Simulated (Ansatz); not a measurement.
# Sn (I4_1/amd): phonon-mediated transition temperature, part 2 of 2

Each step names its level of theory.

So far, coupling constant λ: step 2 (electron–phonon run: PseudoDojo files) 0.880. Also log mean phonon energy ħω_log (meV): step 2 7.22.

In doubt: the program doubts the meshes or the phonons of the coupling sums, which bears on λ, Tc and transport values.

### 3. Electron–phonon run: finite displacements

Finite displacements in a supercell are the other road to force constants and couplings; here with the base functional.

This step: DFT PBE, scalar-relativistic, plane waves, PAW; PAW set soft_1 (Ansatz 0.2.0).

The input, input.yaml:

```yaml
crystal:
  lattice:
    - [-2.9857795136, 2.9857795136, 1.5940862964]
    - [2.9857795136, -2.9857795136, 1.5940862964]
    - [2.9857795136, 2.9857795136, -1.5940862964]
  atoms:
    - { symbol: Sn, position: [0.75, 0.25, 0.5] }
    - { symbol: Sn, position: [0.0, 0.0, 0.0] }
kpoints:
  mp_grid: { grid: [12, 12, 12] }
hamiltonian:
  xc: pbe
  pseudopotentials: { kind: paw, azcp: { folder: soft_1 } }
scf:
  occupations: { method: methfessel_paxton, width: 0.2 }
output:
  eigenvalues: true
phonons:
  method: fd
  supercell: [4, 4, 4]
  temperatures: { t_max: 1000, t_step: 50 }
  qpath:
    path:
      - [[0.0, 0.0, 0.0], [0.0, 0.0, 0.5], [-0.5, 0.5, 0.5], [0.0, 0.0, 0.0]]
      - [[0.0, 0.0, 0.5], [0.25, 0.25, 0.25], [0.0, 0.5, 0.0], [0.0, 0.0, 0.0]]
    npoints: 6
  electrical_resistivity:
    mesh: [20, 20, 20]
    temperatures: [20.0, 50.0, 80.0, 100.0, 150.0, 200.0, 273.0, 300.0, 400.0, 500.0, 600.0, 800.0]
  superconductivity: { mesh: [20, 20, 20], eliashberg_equations: false }
```

On the command line:

```
$ ansatz run input.yaml --threads 16 --pin off --max-ram 92160MiB --backend cuda --events-out ev --progress --plain --runs-dir out --max-vram 78GiB
```

Numbers of over 12 decimals in the logs are rounded to 6 here.

Log:

```text
[...]
Crystal: 128 atoms, lattice volume = 3638.038 Å³
Basis set: ecut = 420 eV, 71137 PW (Γ), exchange–correlation on 250×250×250 points (8 copies of the dense FFT grid, shifted against one another)
Bands: 1152, of which v1, the nominal top of the filled ones, is band 896 counted from 1 (895 counted from 0)
Symmetry: 1024 space group operations
k-points: 6 of 27
[...]
SCF iter   1: F=—  HF=-771103.691017 eV  |F-HF|=—  |Δ(HF+E_count)|=         —  Δρ=1.38e-8  dr2=6.68e-12  ethr=1.00e-12  ⟨swp⟩=3.0  Hψ=16897  notcnv=0
[...]
SCF iter   2: F=-771103.691017 eV  HF=-771103.691017 eV  |F-HF|=2.33e-10  |Δ(HF+E_count)|=  2.33e-10  S|Δr|=    0.00e0  Δρ=9.66e-9  dr2=3.41e-12  ethr=1.00e-12  ⟨swp⟩=2.0  Hψ=12306  notcnv=0
SCF 1 converged in 2 iterations: F = -771103.691017 eV  dr2 = 3.41e-12
[...]
Symmetry: 1 space group operations
k-points: 14 of 27 (time reversal used)
[...]
iter 1 solved again at ethr=2.21e-9 eV; its pass at ethr=3.10e-3 eV (dr2=3.96e-5 eV) is discarded
[...]
SCF iter   8: F=-771103.691007 eV  HF=-771103.691007 eV  |F-HF|=0.00e0  |Δ(HF+E_count)|=  3.49e-10  S|Δr|=    0.00e0  Δρ=5.31e-9  dr2=1.72e-12  ethr=1.00e-12  ⟨swp⟩=6.0  Hψ=59307  notcnv=0
SCF 2 converged in 8 iterations: F = -771103.691007 eV  dr2 = 1.72e-12
the harmonic batch is taken at displacements of 0.00125 Å and a dr2 threshold of 1.6e-11 eV from here on, in place of 0.0025 Å and 6.3e-11 eV, a step that its levels, its solves or its constants may not bear out (scf.occupations.method, Limitations)
[...]
SCF iter   1: F=—  HF=-771103.691017 eV  |F-HF|=—  |Δ(HF+E_count)|=         —  Δρ=1.38e-8  dr2=6.68e-12  ethr=1.00e-12  ⟨swp⟩=3.0  Hψ=16897  notcnv=0
SCF iter   2: F=-771103.691017 eV  HF=-771103.691017 eV  |F-HF|=1.16e-10  |Δ(HF+E_count)|=  2.33e-10  S|Δr|=    0.00e0  Δρ=9.66e-9  dr2=3.41e-12  ethr=1.00e-12  ⟨swp⟩=4.0  Hψ=18845  notcnv=0
SCF 3 converged in 2 iterations: F = -771103.691017 eV  dr2 = 3.41e-12
[...]
SCF iter   1: F=—  HF=-771103.686793 eV  |F-HF|=—  |Δ(HF+E_count)|=         —  Δρ=3.70e-6  dr2=5.98e-7  ethr=1.62e-7  ⟨swp⟩=3.4  Hψ=104421  notcnv=0
eigensolver tolerance schedule: the retry pair's looser diagonalisation over-reported the residual by 4845.11 of it (diagonalisation noise at 0.34 of the residual, at the tolerance the schedule requests for it); recorded, not acted on — ethr = c·dr2/N_el stays at c = 1.0e-1
SCF iter   2: F=—  HF=-771103.691014 eV  |F-HF|=—  |Δ(HF+E_count)|=   4.22e-3  S|Δr|=    0.00e0  Δρ=2.29e-6  dr2=2.67e-7  ethr=3.33e-11  ⟨swp⟩=3.6  Hψ=41197  notcnv=0
[...]
SCF iter   7: F=-771103.691014 eV  HF=-771103.691014 eV  |F-HF|=2.33e-10  |Δ(HF+E_count)|=  3.49e-10  S|Δr|=    0.00e0  Δρ=1.04e-8  dr2=4.13e-12  ethr=1.00e-12  ⟨swp⟩=6.1  Hψ=59580  notcnv=0
SCF 4 converged in 7 iterations: F = -771103.691014 eV  dr2 = 4.13e-12
[...]
SCF 5 converged in 2 iterations: F = -771103.691017 eV  dr2 = 9.10e-14
[...]
SCF 6 converged in 7 iterations: F = -771103.691016 eV  dr2 = 1.61e-12
[...]
SCF 7 converged in 9 iterations: F = -12048.495172 eV  dr2 = 2.38e-12
[...]
SCF converged after 2 iterations
[...]
vibrations of 64 cells: unjudged by the run; compare a larger repeat
[...]
--- Superconductivity: potentials and phonons of a 4×4×4 supercell ---
[...]
mesh         λ    ħω_log (meV)  μ* declared at (meV)
       20×20×20    0.8864           7.190                9.228
       10×10×10    0.9076           7.153                9.230
          5×5×5    0.9194           6.998                9.194
  λ by the species' shares of the modes' patterns: Sn 0.8864
[...]
0.08      5.305         5.644             -             -             -             -              -
      0.10      4.757         5.032             -             -             -             -              -
      0.12      4.224         4.447             -             -             -             -              -
      0.13      3.965         4.164             -             -             -             -              -
      0.14      3.711         3.889             -             -             -             -              -
      0.16      3.219         3.361             -             -             -             -              -
      0.20      2.313         2.401             -             -             -             -              -
[...]
vibrations of 64 cells: unjudged by the run; compare a larger repeat
[...]
```

Wall time 3.5 min (1 × NVIDIA GB200 with 16 threads of Arm Neoverse V2, shared host); peak memory 11 GiB.

Numbers from this step:

- volume per atom: 28.42 Å³/atom
- zero-point energy: 0.02871 eV/cell
- share of imaginary modes in the plain interpolation between solved wavevectors: 0.0042
- highest frequency, solved or plainly interpolated: 123.7 cm⁻¹
- resistivity at 300 K: 12.55 μΩ cm, mean of the axes
- coupling constant λ: 0.8864
- density of states at the Fermi level: 0.5012 states/eV a spin and cell
- log mean phonon energy ħω_log: 7.19 meV
- transport coupling constant λ_tr: 0.782, 0.782, 0.9658 (xx, yy, zz)
- Drude plasma energy: 9.274, 9.274, 8.299 eV (xx, yy, zz)
- resistivity times mean free path: 7.893, 7.893, 9.33 × 10⁻¹⁶ Ω m² (xx, yy, zz)
- second-moment phonon energy ħω₂: 9.228 meV
- coupling λ by branch: 0.219, 0.185, 0.159, 0.122, 0.103, 0.0987 (branches by rank of frequency)

Transition temperatures:

| μ* | McMillan Tc (K) | Allen–Dynes Tc (K) |
| --- | --- | --- |
| 0.08 | 5.3 | 5.64 |
| 0.1 | 4.76 | 5.03 |
| 0.12 | 4.22 | 4.45 |
| 0.13 | 3.96 | 4.16 |
| 0.14 | 3.71 | 3.89 |
| 0.16 | 3.22 | 3.36 |
| 0.2 | 2.31 | 2.4 |

### 4. Resistivity: r2SCAN at its own relaxed cell

The functional sets the lattice constant, the bands and the force constants.

This step: DFT r2SCAN, scalar-relativistic, plane waves, PAW; PAW set soft_1 (Ansatz 0.2.0).

Changes to input.yaml since step 3:

```diff
@@ -2,5 +2,5 @@
   lattice:
-    - [-2.9857795136, 2.9857795136, 1.5940862964]
-    - [2.9857795136, -2.9857795136, 1.5940862964]
-    - [2.9857795136, 2.9857795136, -1.5940862964]
+    - [-2.9539118947, 2.9539118947, 1.5824766481]
+    - [2.9539118947, -2.9539118947, 1.5824766481]
+    - [2.9539118947, 2.9539118947, -1.5824766481]
   atoms:
@@ -11,3 +11,3 @@
 hamiltonian:
-  xc: pbe
+  xc: r2scan
   pseudopotentials: { kind: paw, azcp: { folder: soft_1 } }
@@ -18,4 +18,4 @@
 phonons:
-  method: fd
-  supercell: [4, 4, 4]
+  method: dfpt
+  qmesh: [4, 4, 4]
   temperatures: { t_max: 1000, t_step: 50 }
```

Log:

```text
[...]
Crystal: 2 atoms, lattice volume = 55.232 Å³
Basis set: ecut = 500 eV, 1381 PW (Γ), exchange–correlation on 180×180×180 points (125 copies of the dense FFT grid, shifted against one another)
Bands: 18, of which v1, the nominal top of the filled ones, is band 14 counted from 1 (13 counted from 0)
Symmetry: 16 space group operations
k-points: 476 of 1728 (irreducible under 2 space group operations, time reversal used)
[...]
SCF iter   2: F=—  HF=-12077.136800 eV  |F-HF|=—  |Δ(HF+E_count)|=   6.68e-2  S|Δr|=    0.00e0  Δρ=1.05e-2  dr2=4.44e-2  dr2_τ=5.75e-4  ethr=3.26e-4  ⟨swp⟩=2.3  Hψ=10158  notcnv=0
[...]
SCF iter  10: F=-12077.160494 eV  HF=-12077.160494 eV  |F-HF|=1.82e-12  |Δ(HF+E_count)|=  5.28e-11  S|Δr|=    0.00e0  Δρ=5.58e-8  dr2=1.24e-12  dr2_τ=1.77e-14  ethr=1.00e-12  ⟨swp⟩=6.1  Hψ=36819  notcnv=0
SCF 1 converged in 10 iterations: F = -12077.160494 eV  dr2 = 1.24e-12
[...]
DFPT response loops at Γ: preconditioner auto → Kerker (q_TF=auto, 2.436 Å⁻¹) (partly filled bands, converged f_vac=0.000); β = 1.00, the filter's whole step (`scf.mixing.beta` (0.50) is not read by the response loops under this deck's `scf.mixing.preconditioner`; to damp them name `kerker` or `kerker_dos`, under which they read `scf.mixing.beta`, and type it under 1.00, their step now; both keys bind the ground state too); Broyden in place of MSR1
[...]
NSCF: frozen V_eff on 163 k-points, pencils in batches of 32, up to order 72
[...]
NSCF: frozen V_eff on 1872 k-points
[...]
SCF 2 converged in 10 iterations: F = -12077.160494 eV  dr2 = 1.23e-12
[...]
SCF converged after 10 iterations
[...]
the resistivity is that of a variational response, whose dependence on the energy is improved iteratively
  at the Fermi level of each mesh (of a tensor a third of its trace):
           mesh   spin    states/(eV spin)  plasma energy (eV)         λ      λ_tr    ħω_log (meV)
       20×20×20                     0.4402              9.1186    0.7508    0.7632           8.992
       10×10×10                     0.4470              9.0194    0.7579    0.7678           9.021
          5×5×5                     0.4740              8.7271    0.7927    0.7982           9.099
  resistivity on the deck's mesh, µΩ·cm:
     T (K)       trace/3  mesh converged            xx            yy            zz    lowest order   relaxation time
     20.00     9.3216e-2              no     6.9768e-2     6.9768e-2     1.4011e-1       1.3507e-1         1.0352e-1
     50.00      1.0691e0              no     8.5814e-1     8.5814e-1      1.4910e0        1.2062e0          1.0824e0
     80.00      2.3582e0              no      1.9515e0      1.9515e0      3.1718e0        2.4917e0          2.3384e0
    100.00      3.1896e0              no      2.6602e0      2.6602e0      4.2485e0        3.3267e0          3.1488e0
    150.00      5.1697e0              no      4.3435e0      4.3435e0      6.8221e0        5.3417e0          5.0842e0
    200.00      7.0798e0              no      5.9622e0      5.9622e0      9.3148e0        7.3006e0          6.9544e0
    273.00      9.8192e0              no      8.2795e0      8.2795e0      1.2898e1        1.0118e1          9.6386e0
    300.00      1.0825e1              no      9.1298e0      9.1298e0      1.4216e1        1.1153e1          1.0625e1
    400.00      1.4537e1              no      1.2265e1      1.2265e1      1.9081e1        1.4974e1          1.4264e1
    500.00      1.8239e1              no      1.5391e1      1.5391e1      2.3937e1        1.8788e1          1.7895e1
    600.00      2.1941e1              no      1.8515e1      1.8515e1      2.8793e1        2.2600e1          2.1526e1
    800.00      2.9346e1              no      2.4765e1      2.4765e1      3.8509e1        3.0229e1          2.8794e1
[...]
not converged in the mesh (λ_tr; the resistivity at 20 K by 6.52 %; the resistivity at 50 K by 4.80 %; the resistivity at 80 K by 4.57 %; the resistivity at 100 K by 4.52 %; the resistivity at 150 K by 4.43 %; the resistivity at 200 K by 4.35 %; the resistivity at 273 K by 4.22 %; the resistivity at 300 K by 4.18 %; the resistivity at 400 K by 3.99 %; the resistivity at 500 K by 3.80 %; the resistivity at 600 K by  [...]
  vibrations of 64 cells: unjudged by the run; compare a larger repeat
[...]
--- Superconductivity: potentials and phonons of a 4×4×4 supercell ---
[...]
mesh         λ    ħω_log (meV)  μ* declared at (meV)
       20×20×20    0.7508           8.992               10.465
       10×10×10    0.7579           9.021               10.483
          5×5×5    0.7927           9.099               10.549
  λ by the species' shares of the modes' patterns: Sn 0.7508
[...]
0.08      4.911         5.134             -             -             -             -              -
      0.10      4.272         4.448             -             -             -             -              -
      0.12      3.664         3.802             -             -             -             -              -
      0.13      3.373         3.494             -             -             -             -              -
      0.14      3.091         3.198             -             -             -             -              -
      0.16      2.557         2.639             -             -             -             -              -
      0.20      1.628         1.673             -             -             -             -              -
[...]
vibrations of 64 cells: unjudged by the run; compare a larger repeat
[...]
```

Elapsed: 11 min, on 1 × NVIDIA GB200 with 16 threads; peak memory 8.9 GiB.

Numbers from this step:

| Quantity | Value |
| --- | --- |
| volume per atom | 27.62 Å³/atom |
| zero-point energy | 0.03115 eV/cell |
| share of imaginary modes in the plain interpolation between solved wavevectors | 2.00e-4 |
| highest frequency, solved or plainly interpolated | 130.6 cm⁻¹ |
| Debye temperature (second moment) | 166 K |
| resistivity at 300 K | 10.83 μΩ cm, mean of the axes |
| coupling constant λ | 0.7508 |
| density of states at the Fermi level | 0.4402 states/eV a spin and cell |
| log mean phonon energy ħω_log | 8.992 meV |
| transport coupling constant λ_tr | 0.6884, 0.6884, 0.9127 (xx, yy, zz) |
| Drude plasma energy | 9.381, 9.381, 8.57 eV (xx, yy, zz) |
| resistivity times mean free path | 8.177, 8.177, 9.478 × 10⁻¹⁶ Ω m² (xx, yy, zz) |
| second-moment phonon energy ħω₂ | 10.46 meV |
| coupling λ by branch | 0.136, 0.151, 0.149, 0.116, 0.1, 0.0983 (branches by rank of frequency) |

Transition temperatures:

| μ* | McMillan Tc (K) | Allen–Dynes Tc (K) |
| --- | --- | --- |
| 0.08 | 4.91 | 5.13 |
| 0.1 | 4.27 | 4.45 |
| 0.12 | 3.66 | 3.8 |
| 0.13 | 3.37 | 3.49 |
| 0.14 | 3.09 | 3.2 |
| 0.16 | 2.56 | 2.64 |
| 0.2 | 1.63 | 1.67 |

The Eliashberg function α²F has structure finer than the step of the table below, so its rows give means over 0.5 meV, whole bins alone (the curve runs from 0.064 to 16.3 meV). Peaks (meV: height): α²F 7.97: 0.307, 11.29: 0.377, 13.07: 0.612, 14.22: 0.729, 15.11: 0.535; α²F tr 7.97: 0.331, 11.29: 0.414, 13.07: 0.681, 14.22: 0.879.

Eliashberg function α²F against phonon energy; means over each step:

| phonon energy (meV) | α²F | α²F tr |
| --- | --- | --- |
| 0.5 | 2.7e-5 | 0 |
| 1.0 | 5.2e-4 | 9.6e-5 |
| 1.5 | 0.00175 | 4.9e-4 |
| 2.0 | 0.00394 | 0.00143 |
| 2.5 | 0.00782 | 0.00347 |
| 3.0 | 0.0141 | 0.00741 |
| 3.5 | 0.0261 | 0.0164 |
| 4.0 | 0.0631 | 0.0455 |
| 4.5 | 0.138 | 0.107 |
| 5.0 | 0.154 | 0.130 |
| 5.5 | 0.225 | 0.228 |
| 6.0 | 0.213 | 0.213 |
| 6.5 | 0.208 | 0.205 |
| 7.0 | 0.206 | 0.200 |
| 7.5 | 0.212 | 0.203 |
| 8.0 | 0.282 | 0.297 |
| 8.5 | 0.223 | 0.218 |
| 9.0 | 0.152 | 0.137 |
| 9.5 | 0.231 | 0.241 |
| 10.0 | 0.283 | 0.294 |
| 10.5 | 0.298 | 0.309 |
| 11.0 | 0.336 | 0.356 |
| 11.5 | 0.310 | 0.332 |
| 12.0 | 0.249 | 0.258 |
| 12.5 | 0.327 | 0.356 |
| 13.0 | 0.534 | 0.597 |
| 13.5 | 0.517 | 0.595 |
| 14.0 | 0.627 | 0.750 |
| 14.5 | 0.505 | 0.568 |
| 15.0 | 0.504 | 0.531 |
| 15.5 | 0.321 | 0.353 |
| 16.0 | 0.175 | 0.213 |

### 5. Outcome

```
meshes                        : q 4×4×4, k 12×12×12, scattering 20×20×20
coupling constant λ           : 0.751
log mean phonon energy ħω_log : 8.99 meV
Allen–Dynes Tc at μ* = 0.1    : 4.45 K
Allen–Dynes Tc at μ* = 0.13   : 3.49 K
```

**Reading.** In the last run (r2SCAN, q 4×4×4, k 12×12×12, scattering 20×20×20), with λ = 0.75 and ħω_log = 8.99 meV, Tc at μ* = 0.13 is 3.4 K by McMillan's formula and 3.5 K by Allen and Dynes's. Allen and Dynes's formula meets the measured 3.72 K at μ* near 0.12. Raising μ* from 0.10 to 0.16 lowers the Allen–Dynes value from 4.5 to 2.6 K. The run's transport test calls it not converged in the mesh; ρ(300 K) moves by 4 % in the component that moves most. λ of these runs moves by 1 to 2 % between their two finest meshes, and Tc by more, so small gaps between the runs or to the measured value rank nothing. In 3 of the runs shown, the last among them, the interpolated phonons dip below zero somewhere, which the program warns of. Over the runs, λ takes the values 0.880, 0.886 and 0.751, in the order shown. μ* is a typed number, phonons are harmonic, and spin fluctuations are left out; at μ* = 0.13 McMillan's formula turns 1 % in λ into about 2.6 % in Tc.

Calculation against experiment:

```
                                                   quantity  measured  Allen–Dynes, PBE, q 4×4×4, fine 20×20×20, PseudoDojo files  Allen–Dynes, PBE, q 4×4×4, fine 20×20×20, displacements  Allen–Dynes, r2SCAN, q 4×4×4, fine 20×20×20
superconducting transition temperature (μ* = 0.13) (kelvin)      3.72                                              4.11 (+10.5 %)                                           4.16 (+11.8 %)                                3.49 (-6.2 %)
```

Measured values from Wikipedia's table of superconducting elements, as read in December (2026).

How well it matches: For the superconducting transition temperature, of the levels listed nearest comes Allen–Dynes, r2SCAN, q 4×4×4, fine 20×20×20 (-6.2 %) and farthest Allen–Dynes, PBE, q 4×4×4, fine 20×20×20, displacements (+11.8 %). Limits of convergence are named above.

[Logs are printed without paths, hosts, clocks, repeated set-up lines and the standing remarks that a program may print on its own settings, such as how far it seeks lower states.]

[Hosts, paths, dates, database ids (printed as entryN), source tags and the programs' standing remarks are cut or masked in the printed files.]
